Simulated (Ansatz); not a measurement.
# Preparing ThBr4 (I4_1/amd) as a host crystal

Aim: the runs on the perfect crystal ThBr4 (I4_1/amd) that a defect calculation needs first.

Calculated with Ansatz 0.2.0; plane-wave PAW DFPT, PBEsol; dielectric tensors, Born charges and zone-centre modes of the host, in the first sound run; inputs show where later runs differ.

### 1. The structure

It takes space group I4_1/amd (No. 141, tetragonal). Conventional cell: a = 8.897 Å, b = 8.897 Å, c = 7.951 Å, α = 90.00°, β = 90.00°, γ = 90.00°. Nearest to Th lie 8 Br at 2.86 to 3.06 Å. Br has 2 Th at 2.86 to 3.06 Å nearest. Farther neighbours and most contacts between anions are not listed.

### 2. Dielectric tensors of the host

The response to a uniform electric field gives the electronic dielectric tensor.

Contents of eps/input.yaml:

```yaml
crystal:
  lattice:
    - [-4.448331155, 4.448331155, 3.9755104489]
    - [4.448331155, -4.448331155, 3.9755104489]
    - [4.448331155, 4.448331155, -3.9755104489]
  atoms:
    - { symbol: Th, position: [0.75, 0.25, 0.5] }
    - { symbol: Th, position: [0.0, 0.0, 0.0] }
    - { symbol: Br, position: [0.2402702752, 0.9253932557, 0.3148770196] }
    - { symbol: Br, position: [0.6753932557, 0.8605162361, 0.1851229804] }
    - { symbol: Br, position: [0.0746067443, 0.3894837639, 0.3148770196] }
    - { symbol: Br, position: [0.5097297248, 0.3246067443, 0.1851229804] }
    - { symbol: Br, position: [0.1394837639, 0.3246067443, 0.8148770196] }
    - { symbol: Br, position: [0.0746067443, 0.7597297248, 0.6851229804] }
    - { symbol: Br, position: [0.6105162361, 0.9253932557, 0.6851229804] }
    - { symbol: Br, position: [0.6753932557, 0.4902702752, 0.8148770196] }
basis:
  ecutwfc: 420
hamiltonian:
  xc: pbesol
kpoints:
  mp_grid: { grid: [4, 4, 4] }
scf:
  occupations: { method: fixed }
  max_iter: 100
phonons:
  method: dfpt
  dielectric: true
  rigid_motions: translations
```

Started as:

```sh
$ ansatz run input.yaml --threads 4 --pin off --max-ram 7536MiB --backend cpu --events-out ev --progress --plain --runs-dir out
```

Numbers of over 12 decimals in the logs are rounded to 6 here.

The program printed:

```text
[... repeated set-up lines and file paths are left out, and long positions are rounded to six places ...]
Engine: ansatz 0.2.0, aarch64-unknown-linux-gnu
Pseudopotentials: kind: paw
Pseudopotential: Th, paw, valence charge 12, recommended cutoff 420 eV (normal), Th.paw.azcp
Pseudopotential: Br, paw, valence charge 7, recommended cutoff 420 eV (normal), Br.paw.azcp
Functional definition: PBEsol
  exchange = pbesol_x
  correlation = pbesol_c
Crystal: 10 atoms, lattice volume = 314.664 Å³
Basis set: ecut = 420 eV, 6161 PW (Γ), exchange–correlation on 120×120×120 points (8 copies of the dense FFT grid, shifted against one another)
Bands: 50, of which v1, the nominal top of the filled ones, is band 40 counted from 1 (39 counted from 0)
Symmetry: 16 space group operations
k-points: 36 of 64 (irreducible under 1 space group operation, time reversal used)
Non-local potential: Th, projectors of the file, l = 0: 3, l = 1: 2, l = 2: 2, l = 3: 3
Non-local potential: Br, projectors of the file, l = 0: 2, l = 1: 2, l = 2: 2
PAW form: soft (Blöchl's): semilocal exchange-correlation on the pseudo side does not see the compensation charge
PAW frozen core: Th, regenerated for the run's functional, and the local potential with it (the file was generated under x = pbe(κ = 0.804, μ = 0.219515), c = pbe(β = 0.066725))
PAW frozen core: Br, regenerated for the run's functional, and the local potential with it (the file was generated under x = pbe(κ = 0.804, μ = 0.219515), c = pbe(β = 0.066725))
PAW one-centre angular grid: Th, 590 points (default); XC on 64 Gauss nodes
PAW one-centre angular grid: Br, 110 points (default); XC on 64 Gauss nodes
Initial density: superposition of atomic densities (neutral atoms: chi_scale 0, normalization atom), corrected by the library's trained network
Initial wavefunctions: pseudopotential atomic-orbital guess
Functional: x = pbesol(κ = 0.804, μ = 0.123457), c = pbesol(β = 0.046)
SCF iter   1: F=—  HF=-48021.239509 eV  |F-HF|=—  |Δ(HF+E_count)|=         —  Δρ=3.87e-3  dr2=2.74e-2  ethr=1.77e-3  ⟨swp⟩=5.9  Hψ=7022  notcnv=0  defer=166
preconditioner: auto → Resta (q_TF=auto, 2.172 Å⁻¹)  ε∞=4.4  [insulator: Δε(μ)=2.865 eV  Ē_g=9.865 eV  n_scr=54 (ndim 8)  ℏωp=18.2 eV  f_vac=0.039  ε∞_Penn≈4.4]
SCF iter   2: F=—  HF=-48021.254806 eV  |F-HF|=—  |Δ(HF+E_count)|=   1.53e-2  Δρ=2.10e-3  dr2=6.70e-3  ethr=3.42e-5  ⟨swp⟩=3.2  Hψ=3672  notcnv=0  defer=281
SCF iter   3: F=—  HF=-48021.262078 eV  |F-HF|=—  |Δ(HF+E_count)|=   7.27e-3  Δρ=4.45e-4  dr2=7.07e-4  ethr=8.38e-6  ⟨swp⟩=3.0  Hψ=2726  notcnv=0  defer=287
SCF iter   4: F=—  HF=-48021.262383 eV  |F-HF|=—  |Δ(HF+E_count)|=   3.05e-4  Δρ=9.35e-5  dr2=2.97e-5  ethr=8.84e-7  ⟨swp⟩=2.0  Hψ=2682  notcnv=0  defer=288
SCF iter   5: F=—  HF=-48021.262432 eV  |F-HF|=—  |Δ(HF+E_count)|=   4.94e-5  Δρ=2.27e-5  dr2=2.04e-6  ethr=3.71e-8  ⟨swp⟩=2.0  Hψ=2930  notcnv=0  defer=140
SCF iter   6: F=—  HF=-48021.262314 eV  |F-HF|=—  |Δ(HF+E_count)|=   1.18e-4  Δρ=8.04e-6  dr2=2.61e-7  ethr=2.55e-9  ⟨swp⟩=2.0  Hψ=2756  notcnv=0  defer=93
SCF iter   7: F=—  HF=-48021.262315 eV  |F-HF|=—  |Δ(HF+E_count)|=   5.10e-7  Δρ=1.48e-6  dr2=9.84e-9  ethr=3.26e-10  ⟨swp⟩=2.0  Hψ=3010  notcnv=0  defer=92
SCF iter   8: F=—  HF=-48021.262315 eV  |F-HF|=—  |Δ(HF+E_count)|=   7.29e-9  Δρ=3.38e-7  dr2=4.21e-10  ethr=1.23e-11  ⟨swp⟩=2.0  Hψ=3071  notcnv=0  defer=92
SCF iter   9: F=-48021.262315 eV  HF=-48021.262315 eV  |F-HF|=4.37e-11  |Δ(HF+E_count)|=  2.91e-10  Δρ=7.59e-8  dr2=2.52e-11  ethr=1.00e-12  ⟨swp⟩=18.6  Hψ=13642  notcnv=0
SCF 1 converged in 9 iterations: F = -48021.262315 eV  dr2 = 2.52e-11
  greatest PAW one-centre occupation: 0.979 electrons in one spin orbital (limit 2), on the Th atom at site 1 (counted from 0), in its partial waves of l = 0
NSCF: frozen V_eff on 1 k-points
DFPT response loops at Γ: preconditioner auto → Resta (q_TF=auto, 2.172 Å⁻¹)  ε∞=4.5 (no band partly filled); β = 1.00, the filter's whole step (`scf.mixing.beta` (0.50) is not read by the response loops at its default; [...]
── the response to a field inside a basis, on 4×4×4 k-points: an SCF that follows is theirs, and a resumed run solves both again ──
Bands: 41, of which v1, the nominal top of the filled ones, is band 40 counted from 1 (39 counted from 0)
k-points: 11 of 64
Initial density: handed on by an earlier stage of this run
Initial wavefunctions: pseudopotential atomic-orbital guess (no wavefunctions were taken with the density)
Eigensolver: Dense (11 Hₖ)
SCF iter   1: F=—  HF=-48020.864113 eV  |F-HF|=—  |Δ(HF+E_count)|=         —  Δρ=2.90e-4  dr2=1.90e-4  ethr=1.00e-1
SCF iter   2: F=—  HF=-48020.864184 eV  |F-HF|=—  |Δ(HF+E_count)|=   7.04e-5  Δρ=1.66e-4  dr2=6.23e-5  ethr=2.37e-7
SCF iter   3: F=—  HF=-48020.864226 eV  |F-HF|=—  |Δ(HF+E_count)|=   4.21e-5  Δρ=2.97e-5  dr2=5.62e-6  ethr=7.78e-8
SCF iter   4: F=—  HF=-48020.864227 eV  |F-HF|=—  |Δ(HF+E_count)|=   8.00e-7  Δρ=1.06e-5  dr2=3.97e-7  ethr=7.03e-9
SCF iter   5: F=-48020.864227 eV  HF=-48020.864227 eV  |F-HF|=1.87e-8  |Δ(HF+E_count)|=   8.09e-7  Δρ=1.63e-6  dr2=2.06e-8  ethr=4.96e-10
SCF 1 converged in 5 iterations: F = -48020.864227 eV  dr2 = 2.06e-8
DFPT response loops at Γ: mixed as the last ones told, above
SCF converged after 9 iterations
Free energy (F): -48021.262315 eV
Harris-Foulkes:  -48021.262315 eV  (|F-HF|=4.37e-11)
Internal energy: -48021.262315 eV  (E = F + TS)
E sigma→0 (E₀):  -48021.262315 eV
Fermi energy:    4.622259 eV
--- Per-component energies (eV) ---
  E_band       = -296.548329
  E_kinetic    = 1519.554905
  E_local      = -3005.585765  (includes V_loc(G=0)·N_el)
  E_nonlocal   = 886.049286
  E_hartree    = 840.135800
  E_xc         = -2865.207796
  E_vxc        = -1187.342380  (∫ρ·V_xc dr)
  E_paw        = -41371.226348  (= ΣΔE_a)
  E_vpaw       = -189.496029  (= ΣTr[D̂ρ^β])
  E_aug_tail   = -0.000002  (compensation charges beyond the density's cutoff)
  E_ewald      = -4025.995214
  E_core_change = 1.012820  (= ΣΔE_core)
  E_smearing   = -0.000000  (= −TS)
  E_closure    = 0.000000  (closes the sum)
  Σ components = -48021.262315   (vs F -48021.262315, Δ=0.00e0)
--- Band table (eV; the first three rows and the last of 36) ---
  k-point 0: bands = ["-34.1090", "-34.1050", "-12.5085", "-12.5085", [... 42 left out ...] "7.8520", "7.8520", "7.9443", "7.9760"]
  k-point 1: bands = ["-34.1084", "-34.1056", "-12.5081", "-12.4713", [... 42 left out ...] "7.8453", "7.8696", "7.9356", "8.0040"]
  [... further k-points left out ...]
--- Phonons (Γ-DFPT): 5 representative perturbations + reference, on 36 of 64 k-points (Σ response iterations 15) ---
  k mesh reduced under 1 symmetry operation, with k and −k counted as one. Each operation leaves every solved perturbation unchanged. A smaller set is not considered because the run solves the response to a homogeneous field
  ASR residual: 2.500e-4 → 0.000e0 eV/Å²; symmetrization residual: 1.667e-5 eV/Å²
  ASR residual per site (eV/Å²): 2.50e-4 2.50e-4 7.51e-5 7.51e-5 7.51e-5 7.51e-5 7.51e-5 7.51e-5 7.51e-5 7.51e-5
  Γ frequencies (cm⁻¹): 0.00 0.00 0.00 11.31 32.37 32.37 35.89 41.33 61.15 63.71 63.71 73.46 79.34 79.34 92.83 92.83 110.68 116.50 118.88 118.88 119.89 132.59 150.65 150.65 168.32 173.94 176.58 176.58 185.51 194.82
  ε∞ (high-frequency dielectric tensor):
        4.855010     0.000000     0.000000
        0.000000     4.855010    -0.000000
        0.000000    -0.000000     4.377046
  ε⁰ (static dielectric tensor: ions relaxed, cell fixed):
       12.441913    -0.000000     0.000000
       -0.000000    12.441913    -0.000000
        0.000000    -0.000000     7.428016
  ε⁰ − ε∞ (ionic part):
        7.586902    -0.000000     0.000000
       -0.000000     7.586902    -0.000000
        0.000000    -0.000000     3.050969
  softest optical mode at Γ: 11.31 cm⁻¹; the repairs (sum rule, projections) moved no ω² at Γ by more than (1.46 cm⁻¹)²
  Born effective charges Z* (e; rows j = field, columns β = displacement):
    site 0:
         5.84487    0.00000    0.00000
         0.00000    5.84487    0.00000
         0.00000    0.00000    4.07704
    site 1:
         5.84487    0.00000   -0.00000
         0.00000    5.84487    0.00000
         0.00000    0.00000    4.07704
    site 2:
        -0.40562   -0.00000   -0.00000
        -0.00000   -2.51682   -0.45749
         0.00000   -0.53984   -1.01926
    site 3:
        -2.51682    0.00000    0.45749
        -0.00000   -0.40562    0.00000
         0.53984    0.00000   -1.01926
    site 4:
        -2.51682    0.00000    0.45749
        -0.00000   -0.40562    0.00000
         0.53984    0.00000   -1.01926
    site 5:
        -0.40562   -0.00000   -0.00000
         0.00000   -2.51682   -0.45749
        -0.00000   -0.53984   -1.01926
    site 6:
        -0.40562   -0.00000    0.00000
        -0.00000   -2.51682    0.45749
         0.00000    0.53984   -1.01926
    site 7:
        -2.51682    0.00000   -0.45749
        -0.00000   -0.40562    0.00000
        -0.53984    0.00000   -1.01926
    site 8:
        -0.40562   -0.00000    0.00000
         0.00000   -2.51682    0.45749
         0.00000    0.53984   -1.01926
    site 9:
        -2.51682    0.00000   -0.45749
        -0.00000   -0.40562    0.00000
        -0.53984    0.00000   -1.01926
  Z* charge neutrality: 4.137e-2 e pre-enforcement
  solved inside a basis spanned on kpoints, on 4×4×4 k-points, its susceptibility summed on 8×8×6: ε∞ is read to err by 3.7e-2, Z* by 3.1e-2 e (field_mesh: kpoints solves on kpoints); Z* is corrected for what the basis lacks
  optical modes at Γ without the LO–TO term, one row a degenerate level:
      ω (cm⁻¹)  modes    IR ((D/Å)²/amu)
         11.31      1             0.0000
         32.37      2             0.0000
         35.89      1             0.0000
         41.33      1             0.0000
         61.15      1             0.0000
         63.71      2             3.4057
         73.46      1             0.0000
         79.34      2             0.0000
         92.83      2             3.7269
        110.68      1             0.0000
        116.50      1             5.8607
        118.88      2             0.0000
        119.89      1             0.0000
        132.59      1             0.0000
        150.65      2            21.9491
        168.32      1             0.5175
        173.94      1             0.0000
        176.58      2             0.0000
        185.51      1             0.0000
        194.82      1             0.0000
  optical modes at Γ + LO–TO along q̂ = [1.0000, 0.0000, 0.0000]:
      ω (cm⁻¹)  modes    IR ((D/Å)²/amu)
         11.31      1             0.0000
         32.37      2             0.0000
         35.89      1             0.0000
         41.33      1             0.0000
         61.15      1             0.0000
         63.71      1             1.7028
         70.57      1             0.2351
         73.46      1             0.0000
         79.34      2             0.0000
         92.83      1             1.8634
        100.25      1             0.5016
        110.68      1             0.0000
        116.50      1             5.8607
        118.88      2             0.0000
        119.89      1             0.0000
        132.59      1             0.0000
        150.65      1            10.9745
        168.32      1             0.5175
        173.94      1             0.0000
        176.58      2             0.0000
        185.51      1             0.0000
        194.82      1             0.0000
        201.60      1            13.8041
  optical modes at Γ + LO–TO along q̂ = [0.0000, 1.0000, 0.0000]:
      ω (cm⁻¹)  modes    IR ((D/Å)²/amu)
         11.31      1             0.0000
         32.37      2             0.0000
         35.89      1             0.0000
         41.33      1             0.0000
         61.15      1             0.0000
         63.71      1             1.7028
         70.57      1             0.2351
         73.46      1             0.0000
         79.34      2             0.0000
         92.83      1             1.8634
        100.25      1             0.5016
        110.68      1             0.0000
        116.50      1             5.8607
        118.88      2             0.0000
        119.89      1             0.0000
        132.59      1             0.0000
        150.65      1            10.9745
        168.32      1             0.5175
        173.94      1             0.0000
        176.58      2             0.0000
        185.51      1             0.0000
        194.82      1             0.0000
        201.60      1            13.8041
  optical modes at Γ + LO–TO along q̂ = [0.0000, 0.0000, 1.0000]:
      ω (cm⁻¹)  modes    IR ((D/Å)²/amu)
         11.31      1             0.0000
         32.37      2             0.0000
         35.89      1             0.0000
         41.33      1             0.0000
         61.15      1             0.0000
         63.71      2             3.4057
         73.46      1             0.0000
         79.34      2             0.0000
         92.83      2             3.7269
        110.68      1             0.0000
        118.88      2             0.0000
        119.89      1             0.0000
        132.59      1             0.0000
        147.21      1             4.1297
        150.65      2            21.9491
        173.52      1             2.2485
        173.94      1             0.0000
        176.58      2             0.0000
        185.51      1             0.0000
        194.82      1             0.0000
```

The job ended after 7.4 min (4 threads of Arm Neoverse N1, shared host; peak memory 3 GiB).

Electronic dielectric tensor:

```
4.86 0.00 0.00
0.00 4.86 0.00
0.00 0.00 4.38
```

Static dielectric tensor:

```
12.44  0.00  0.00
 0.00 12.44  0.00
 0.00  0.00  7.43
```

The principal values of the electronic dielectric tensor are 4.38, 4.86 and 4.86. The principal values of the static dielectric tensor are 7.43, 12.44 and 12.44.

(Continued in part 2 of 2.)

[Logs are printed without paths, hosts, clocks, repeated set-up lines and the standing remarks that a program may print on its own settings, such as how far it seeks lower states.]

[Hosts, paths, dates, database ids (printed as entryN), source tags and the programs' standing remarks are cut or masked in the printed files.]

[Runs of the host that timed out are not shown.]

[For some hosts the program warned that the k-mesh of the response run may be too coarse for force constants and the static dielectric constant; such warnings are not always shown.]
